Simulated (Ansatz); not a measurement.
# TlBiO3 (model cell, started as cubic perovskite with Bi in the octahedra): relaxing the cell for a phonon run

Wanted: the relaxed cell of TlBiO3 (model cell, started as cubic perovskite with Bi in the octahedra).

Main program and level: Ansatz 0.2.0; DFT PBEsol, scalar-relativistic, plane waves, PAW; PAW set soft_1.

The structure was built from a prototype and need not be the compound's stable phase.

## (1) The starting structure

Symmetry: Pm-3m, No. 221, cubic system. Conventional cell: a = 4.234 Å, b = 4.234 Å, c = 4.234 Å, α = 90.00°, β = 90.00°, γ = 90.00°. Nearest to Tl lie 12 O at 2.99 Å. Nearest to Bi lie 6 O at 2.12 Å. O has 2 Bi at 2.12 Å nearest. Farther neighbours and most contacts between anions are not listed.

## (2) A coarse first look

First a cheap look: the gap decides the mesh and the occupations, the pressure tells how far the cell has to move.

File input.yaml:

```yaml
crystal:
  lattice:
    - [4.2336, 0.0, 0.0]
    - [0.0, 4.2336, 0.0]
    - [0.0, 0.0, 4.2336]
  atoms:
    - { symbol: Tl, position: [0.0, 0.0, 0.0] }
    - { symbol: Bi, position: [0.5, 0.5, 0.5] }
    - { symbol: O, position: [0.5, 0.5, 0.0] }
    - { symbol: O, position: [0.5, 0.0, 0.5] }
    - { symbol: O, position: [0.0, 0.5, 0.5] }
kpoints:
  mp_grid: { grid: [4, 4, 4] }
hamiltonian:
  xc: pbesol
  pseudopotentials: { kind: paw, azcp: { folder: soft_1 }, xc_functional: pbe }
scf:
  occupations: { method: gaussian, width: 0.1 }
output:
  forces: true
  stress: true
  eigenvalues: true
```

On the command line:

```console
$ ansatz run input.yaml --threads 4 --pin off --max-ram 16384MiB --backend cpu --events-out ev --progress --plain --runs-dir out
```

Numbers of over 12 decimals in the logs are rounded to 6 here.

What it wrote:

```text
Engine: ansatz 0.2.0, aarch64-unknown-linux-gnu
Pseudopotentials: kind: paw
Pseudopotential: Tl, paw, valence charge 13, recommended cutoff 420 eV (normal), soft_1/Tl.paw.azcp
Pseudopotential: Bi, paw, valence charge 15, recommended cutoff 420 eV (normal), soft_1/Bi.paw.azcp
Pseudopotential: O, paw, valence charge 6, recommended cutoff 420 eV (normal), soft_1/O.paw.azcp
Functional definition: PBEsol
[...]
k-point 0: bands = [... 19 lower, 7.2937, 7.2937, 7.6100, 7.6100, 7.6100, 16.8784, 16.8784, 16.8784, ... 1 higher]
  k-point 1: bands = [... 19 lower, 7.3048, 7.5664, 7.6216, 7.6216, 8.6360, 14.7129, 16.4667, 16.4667, ... 1 higher]
  k-point 2: bands = [... 19 lower, 7.5235, 7.6727, 7.6727, 9.1757, 10.4448, 12.9986, 16.0683, 16.0683, ... 1 higher]
  k-point 9: bands = [... 19 lower, 7.5557, 8.5040, 8.5040, 8.5040, 13.9143, 14.1165, 14.1165, 14.1165, ... 1 higher]
[key lines of the parts left out:]
SCF converged after 8 iterations
Free energy (F): -25220.660592 eV
Fermi energy:    9.159591 eV
P = ⅓ Tr σ = 0.9693 GPa (9.693 kbar)
```

It took 0.75 s on 4 threads of Arm Neoverse V1, shared host; peak memory 0.34 GiB; 2.3 s of CPU time.

This step gave:

| Item | Value |
| --- | --- |
| pressure | 0.9693 GPa |
| volume per atom | 15.18 Å³ |
| gap on the k-mesh | 0 eV |

The coarse mesh shows no gap and a pressure of 1.0 GPa.

## (3) Relaxation

The cell and atoms are relaxed, since residual forces and stress would shift the frequencies.

input.yaml: that of step 2 with these lines changed.

```diff
@@ -12,3 +12,3 @@
 kpoints:
-  mp_grid: { grid: [4, 4, 4] }
+  mp_grid: { grid: [8, 8, 8] }
 hamiltonian:
@@ -22 +22,10 @@
   eigenvalues: true
+  write_density: true
+  write_potential: true
+  elf: true
+  volumetric_format: npy
+relax:
+  adjacent_minimum: "off"
+  f_tol: 0.005
+  max_steps: 80
+  cell: { stress_tol: 0.05 }
```

What it wrote:

```text
[...]
Crystal: 5 atoms, lattice volume = 75.880 Å³
Basis set: ecut = 420 eV, 1503 PW (Γ), exchange–correlation on 60×60×60 points (8 copies of the dense FFT grid, shifted against one another)
Bands: 28, of which v1, the nominal top of the filled ones, is band 23 counted from 1 (22 counted from 0)
Symmetry: 48 space group operations
[...]
k-points: 35 of 512
[...]
SCF iter   1: F=—  HF=-25221.869246 eV  |F-HF|=—  |Δ(HF+E_count)|=         —  Δρ=6.15e-2  dr2=3.38e0  ethr=3.10e-3  ⟨swp⟩=6.0  Hψ=4393  notcnv=0
[...]
SCF iter   9: F=-25220.672088 eV  HF=-25220.672088 eV  |F-HF|=5.82e-11  |Δ(HF+E_count)|=   1.29e-7  Δρ=2.65e-6  dr2=3.95e-9  ethr=2.17e-10  ⟨swp⟩=12.9  Hψ=7117  notcnv=0
SCF 1 converged in 9 iterations: F = -25220.672088 eV  dr2 = 3.95e-9
[...]
relax step   1: F+E_penalty+E_count = -25220.67208800 eV  Δ(F+E_penalty+E_count) = +0.000e0 eV  max|allowed force component| = 7.599e-29 eV/Å  Δτ_max = 0.0000 Å  P = +0.679 GPa  Ω = 75.880 Å³  (9 SCF iters, dr2 threshold 1.00e-7 eV, accepted)
Crystal: 5 atoms, lattice volume = 76.400 Å³
[...]
iter 1 solved again at ethr=7.87e-7 eV; its pass at ethr=3.10e-3 eV (dr2=3.62e-4 eV) is discarded
[...]
SCF iter   6: F=-25220.671979 eV  HF=-25220.671979 eV  |F-HF|=5.35e-10  |Δ(HF+E_count)|=   5.30e-9  Δρ=1.02e-6  dr2=8.68e-10  ethr=5.41e-11  ⟨swp⟩=5.8  Hψ=5671  notcnv=0
SCF 2 converged in 6 iterations: F = -25220.671979 eV  dr2 = 8.68e-10
relax step   2: F+E_penalty+E_count = -25220.67197869 eV  Δ(F+E_penalty+E_count) = +1.093e-4 eV  max|allowed force component| = 3.829e-29 eV/Å  Δτ_max = 0.0000 Å  P = -0.125 GPa  Ω = 76.400 Å³  energy of the carried Pulay correction = -9.995e-4 eV  (6 SCF iters, dr2 threshold 5.00e-7 eV, accepted)
Crystal: 5 atoms, lattice volume = 76.319 Å³
[...]
SCF iter   6: F=-25220.672167 eV  HF=-25220.672167 eV  |F-HF|=1.09e-11  |Δ(HF+E_count)|=  1.31e-10  Δρ=2.31e-7  dr2=5.35e-11  ethr=1.25e-12  ⟨swp⟩=4.9  Hψ=5161  notcnv=0
SCF 3 converged in 6 iterations: F = -25220.672167 eV  dr2 = 5.35e-11
relax step   3: F+E_penalty+E_count = -25220.67216652 eV  Δ(F+E_penalty+E_count) = -1.878e-4 eV  max|allowed force component| = 3.216e-29 eV/Å  Δτ_max = 0.0000 Å  P = -0.001 GPa  Ω = 76.319 Å³  energy of the carried Pulay correction = -8.437e-4 eV  (6 SCF iters, dr2 threshold 3.91e-8 eV, accepted)
[...]
SCF iter   8: F=-25220.673061 eV  HF=-25220.673061 eV  |F-HF|=1.82e-11  |Δ(HF+E_count)|=  7.28e-12  Δρ=1.05e-9  dr2=9.93e-16  ethr=1.00e-12  ⟨swp⟩=3.0  Hψ=3245  notcnv=0
SCF 4 converged in 8 iterations: F = -25220.673061 eV  dr2 = 9.93e-16
relax step   4: F+E_penalty+E_count = -25220.67306142 eV  Δ(F+E_penalty+E_count) = -8.949e-4 eV  max|allowed force component| = 9.545e-30 eV/Å  Δτ_max = 0.0000 Å  P = +0.021 GPa  Ω = 76.319 Å³  stress off target by 2.09e-2 GPa  SCF on the basis re-selected at this cell (its energy is not comparable with the rows above)  (8 SCF iters)
basis re-selected at this cell: Δ(F+E_penalty+E_count) = -8.949e-4 eV, ΔP = +0.022 GPa vs the last step (what re-selecting the basis moved, of the pressure what is left beyond the Pulay correction that the steps carried, after the strain that the cell walked since its last selection, with what the two solves' SCF thresholds leave and, on support functions, any second-order correction that the steps lacked; it is no m [...]
SCF converged after 8 iterations
Free energy (F): -25220.673061 eV
[...]
Internal energy: -25220.663524 eV  (E = F + TS)
E sigma→0 (E₀):  -25220.668293 eV
Entropy (-TS):   -0.009537 eV (-1.907 meV/atom)
Fermi energy:    8.909946 eV
[...]
--- Stress (GPa, compression-positive) ---
        0.020909      -0.000000      -0.000000
       -0.000000       0.020909      -0.000000
       -0.000000      -0.000000       0.020909
  P = ⅓ Tr σ = 0.0209 GPa (0.209 kbar)
--- Band table (eV; the first three rows and the last of 35) ---
  k-point 0: bands = [... 19 lower, 7.2433, 7.2433, 7.5606, 7.5606, 7.5606, 16.7500, 16.7500, 16.7500, ... 1 higher]
  k-point 1: bands = [... 19 lower, 7.2446, 7.5476, 7.5586, 7.5586, 7.6548, 15.9481, 16.6302, 16.6302, ... 1 higher]
  k-point 2: bands = [... 19 lower, 7.2264, 7.5153, 7.5700, 7.5700, 8.5541, 14.5979, 16.3410, 16.3410, ... 1 higher]
  k-point 34: bands = [... 19 lower, 7.4874, 8.4481, 8.4481, 8.4481, 13.7820, 14.0011, 14.0011, 14.0011, ... 1 higher]
--- Relaxed structure (3 steps of the walk, 3 accepted, 1 SCFs on fresh bases) ---
  F+E_penalty+E_count = -25220.67306142 eV   max|allowed force component| = 9.545e-30 eV/Å   (the final SCF, on the basis selected at the relaxed cell)
  cell:  # Å, volume = 76.3186 Å³
    - [4.241734, 0, 0]
    - [0, 4.241734, 0.0]
    - [0, 0.0, 4.241734]
  atoms:
    - { symbol: Tl, position: [0, 0, 0] }
    - { symbol: Bi, position: [0.5, 0.5, 0.5] }
    - { symbol: O, position: [0.5, 0.5, 0] }
    - { symbol: O, position: [0.5, 0, 0.5] }
    - { symbol: O, position: [0, 0.5, 0.5] }
```

Elapsed: 5.9 s, on 4 threads; peak memory 0.43 GiB; 22 s of CPU time.

Step by step:

```csv
step,energy less that of the first step (eV),largest force component (eV/Å),pressure (GPa),volume (Å³)
1,0.0000,0.0000,0.68,75.88
2,0.0001,0.0000,-0.13,76.40
3,-0.0001,0.0000,0.00,76.32
4*,-0.0010,0.0000,0.02,76.32
```

Relaxation steps marked * repeat the geometry before them on a plane-wave basis chosen anew for their cell, so energy and pressure can jump there.

The run keeps the 48 symmetry operations that it works with, so distortions that break them were not tested.

```csv
"conventional cell, symmetrised",before,after,change
a (Å),4.234,4.242,+0.2 %
b (Å),4.234,4.242,+0.2 %
c (Å),4.234,4.242,+0.2 %
volume (Å³/atom),15.18,15.26,+0.6 %
```

Final coordinates:

```xyz
5
Lattice="4.2417 0.0000 0.0000 0.0000 4.2417 0.0000 0.0000 0.0000 4.2417" Properties=species:S:1:pos:R:3 pbc="T T T"
Tl    0.0000    0.0000    0.0000
Bi    2.1209    2.1209    2.1209
O     2.1209    2.1209    0.0000
O     2.1209    0.0000    2.1209
O     0.0000    2.1209    2.1209
```

Numbers from this step:

```
pressure        : 0.02091 GPa
volume per atom : 15.26 Å³
```

Valence density in the ac plane at fractional y = 0.500, with atoms of Bi and O within 0.2 Å of it. It is the smooth field of the valence electrons, not physical close to the nuclei.

Values in e/Å³, 14 rows by 14 columns, each cell a mean:
```
0.0 0.0 0.1 0.2 0.5 2.0 4.6 5.8 3.7 1.2 0.3 0.1 0.0 0.0
0.0 0.0 0.1 0.1 0.3 1.0 1.9 2.4 1.6 0.6 0.2 0.1 0.1 0.0
0.1 0.1 0.1 0.1 0.2 0.4 0.7 0.8 0.6 0.3 0.2 0.1 0.1 0.1
0.4 0.3 0.2 0.2 0.2 0.5 0.9 1.0 0.8 0.4 0.2 0.2 0.2 0.3
1.4 1.0 0.5 0.3 0.5 1.4 2.5 3.0 2.2 0.9 0.4 0.3 0.6 1.2
4.9 3.0 1.0 0.6 1.1 3.1 5.4 6.2 4.7 2.2 0.8 0.6 1.6 3.7
7.7 4.6 1.5 0.8 1.4 4.2 7.1 8.2 6.2 3.0 1.0 0.8 2.4 5.8
6.1 3.6 1.2 0.7 1.2 3.6 6.1 7.1 5.4 2.5 0.9 0.7 1.9 4.6
2.6 1.6 0.7 0.4 0.7 2.0 3.6 4.2 3.1 1.4 0.5 0.4 1.0 2.0
0.6 0.4 0.3 0.2 0.3 0.7 1.2 1.4 1.1 0.5 0.2 0.2 0.3 0.5
0.2 0.1 0.1 0.1 0.2 0.4 0.7 0.8 0.6 0.3 0.2 0.1 0.1 0.2
0.1 0.1 0.1 0.1 0.3 0.7 1.2 1.5 1.0 0.5 0.2 0.1 0.1 0.1
0.0 0.0 0.1 0.1 0.4 1.6 3.6 4.6 3.0 1.0 0.3 0.1 0.0 0.0
0.0 0.0 0.1 0.2 0.6 2.6 6.1 7.7 4.9 1.4 0.4 0.1 0.0 0.0
```
Columns run along a (4.2 Å), rows up along c (4.2 Å). Atoms in or near the plane, at fractional coordinates: Bi at (0.50, 0.50), O at (0.50, 0.00), O at (0.00, 0.50).

Electrostatic potential energy in the ac plane at fractional y = 0.500, with atoms of Bi and O within 0.2 Å of it. With pseudopotentials it is smooth inside the atoms' cores, unlike the true potential.

Ten even steps from '_' (-46 eV) to '@' (15 eV), each cell a mean:
```
@@@@@@@@@@++::..--##@@@@@@@@
@@@@@@@@@@%%++==**@@@@@@@@@@
@@@@@@@@@@%%%%##%%@@@@@@@@@@
@@@@@@@@%%##++++**##%%@@@@@@
##%%@@%%**==::..::++##@@@@##
::==####==..______::**%%**--
__::**##==________..++##==..
::--**##==..______::++%%++::
++**%%%%**::..__..==##%%%%++
@@@@@@@@%%**======**%%@@@@@@
@@@@@@@@@@%%######%%@@@@@@@@
@@@@@@@@@@%%****##@@@@@@@@@@
@@@@@@@@@@**--::==%%@@@@@@@@
@@@@@@@@@@++::__::##@@@@@@@@
```
Columns run along a (4.2 Å; values clipped at the 3rd and 97th percentile), rows up along c (4.2 Å). Atoms in or near the plane, at fractional coordinates: Bi at (0.50, 0.50), O at (0.50, 0.00), O at (0.00, 0.50).

ELF in the ac plane at fractional y = 0.500, with atoms of Bi and O within 0.2 Å of it. It is the smooth field of the valence electrons, not physical close to the nuclei.

Values, 14 rows by 14 columns, each cell a mean:
```
0.02 0.02 0.07 0.33 0.69 0.81 0.68 0.54 0.74 0.80 0.58 0.20 0.04 0.02
0.05 0.04 0.04 0.17 0.47 0.70 0.73 0.71 0.73 0.64 0.36 0.10 0.04 0.04
0.25 0.17 0.07 0.07 0.19 0.35 0.44 0.46 0.42 0.29 0.14 0.06 0.10 0.20
0.64 0.52 0.25 0.12 0.16 0.26 0.30 0.30 0.29 0.23 0.14 0.14 0.36 0.58
0.83 0.77 0.51 0.23 0.26 0.34 0.30 0.27 0.32 0.33 0.23 0.29 0.64 0.80
0.70 0.76 0.65 0.32 0.31 0.27 0.14 0.11 0.17 0.32 0.29 0.42 0.73 0.74
0.39 0.62 0.68 0.36 0.31 0.20 0.10 0.17 0.11 0.27 0.30 0.46 0.71 0.54
0.60 0.71 0.67 0.34 0.32 0.24 0.11 0.10 0.14 0.30 0.30 0.44 0.73 0.68
0.82 0.79 0.58 0.28 0.29 0.33 0.24 0.20 0.27 0.34 0.26 0.35 0.70 0.81
0.74 0.64 0.34 0.16 0.19 0.29 0.32 0.31 0.31 0.26 0.16 0.19 0.47 0.69
0.39 0.28 0.11 0.08 0.16 0.28 0.34 0.36 0.32 0.23 0.12 0.07 0.17 0.33
0.09 0.06 0.04 0.11 0.34 0.58 0.67 0.68 0.65 0.51 0.25 0.07 0.04 0.07
0.02 0.03 0.06 0.28 0.64 0.79 0.71 0.62 0.76 0.77 0.52 0.17 0.04 0.02
0.02 0.02 0.09 0.39 0.74 0.82 0.60 0.39 0.70 0.83 0.64 0.25 0.05 0.02
```
Columns run along a (4.2 Å), rows up along c (4.2 Å). Atoms in or near the plane, at fractional coordinates: Bi at (0.50, 0.50), O at (0.50, 0.00), O at (0.00, 0.50).

In this step the volume went from 15.18 to 15.26 Å³/atom.

## (4) Relaxing to small forces for the phonons

Phonons need a cell at rest on their own settings, so the relaxation is repeated with tight tolerances on forces and stress on the k mesh and occupations of the first response run.

input.yaml, the sections that differ from step 3:

```yaml
crystal:
  lattice:
    - [4.2417336508, 0.0, 0.0]
    - [0.0, 4.2417336508, 0.0]
    - [0.0, 0.0, 4.2417336508]
  atoms:
    - { symbol: Tl, position: [0.0, 0.0, 0.0] }
    - { symbol: Bi, position: [0.5, 0.5, 0.5] }
    - { symbol: O, position: [0.5, 0.5, 0.0] }
    - { symbol: O, position: [0.5, 0.0, 0.5] }
    - { symbol: O, position: [0.0, 0.5, 0.5] }
scf:
  occupations: { method: methfessel_paxton, width: 0.2 }
output:
  forces: true
  stress: true
  eigenvalues: true
relax:
  adjacent_minimum: "off"
  f_tol: 0.001
  max_steps: 60
  cell: { stress_tol: 0.01 }
# kpoints, hamiltonian: as in step 3
```

What it wrote:

```text
[...]
Crystal: 5 atoms, lattice volume = 76.319 Å³
Basis set: ecut = 420 eV, 1503 PW (Γ), exchange–correlation on 60×60×60 points (8 copies of the dense FFT grid, shifted against one another)
Bands: 28, of which v1, the nominal top of the filled ones, is band 23 counted from 1 (22 counted from 0)
Symmetry: 48 space group operations
[...]
k-points: 35 of 512
[...]
cell:  # Å, volume = 76.3186 Å³
    - [4.2417336508, 0.0, 0.0]
    - [0.0, 4.2417336508, 0.0]
    - [0.0, 0.0, 4.2417336508]
  atoms:
    - { symbol: Tl, position: [0.0, 0.0, 0.0] }
    - { symbol: Bi, position: [0.500000, 0.500000, 0.500000] }
    - { symbol: O, position: [0.500000, 0.500000, 0.0] }
    - { symbol: O, position: [0.500000, 0.0, 0.500000] }
    - { symbol: O, position: [0.0, 0.500000, 0.500000] }
[key lines of the parts left out:]
SCF converged after 6 iterations
Free energy (F): -25220.667499 eV
Fermi energy:    8.908278 eV
P = ⅓ Tr σ = 0.0079 GPa (0.079 kbar)
```

Wall time 3.1 s (4 threads); peak memory 0.42 GiB; 11 s of CPU time.

Little changed from the start: no atom moved by 0.005 Å and no cell edge by 0.1 %.

This step gave:

- pressure: 0.007871 GPa

The forces vanish by symmetry and the pressure is 0.008 GPa, within the tolerances set. The cell now holds 15.26 Å³/atom.

## (5) Summary of results

```json
{
  "space group after relaxation (within 0.01 Å)": "Pm-3m",
  "lattice constant a": "4.242 Å",
  "lattice constant b": "4.242 Å",
  "lattice constant c": "4.242 Å",
  "volume per atom": "15.3 Å³"
}
```

What this shows: The forces vanish by symmetry and the pressure is 0.008 GPa, within the tolerances set. The cell now holds 15.26 Å³/atom. The relaxation keeps the symmetry of its start, so it says nothing on stability against lower symmetry. Spin-orbit coupling is left out, which can matter for the heavy elements here. The PAW files were made for PBE and serve the other functionals too. The starting cell was built on a prototype and not taken from a measurement, so the phase need not exist.

[Logs are printed without paths, hosts, clocks, repeated set-up lines and the standing remarks that a program may print on its own settings, such as how far it seeks lower states.]

[Hosts, paths, dates, database ids (printed as entryN), source tags and the programs' standing remarks are cut or masked in the printed files.]
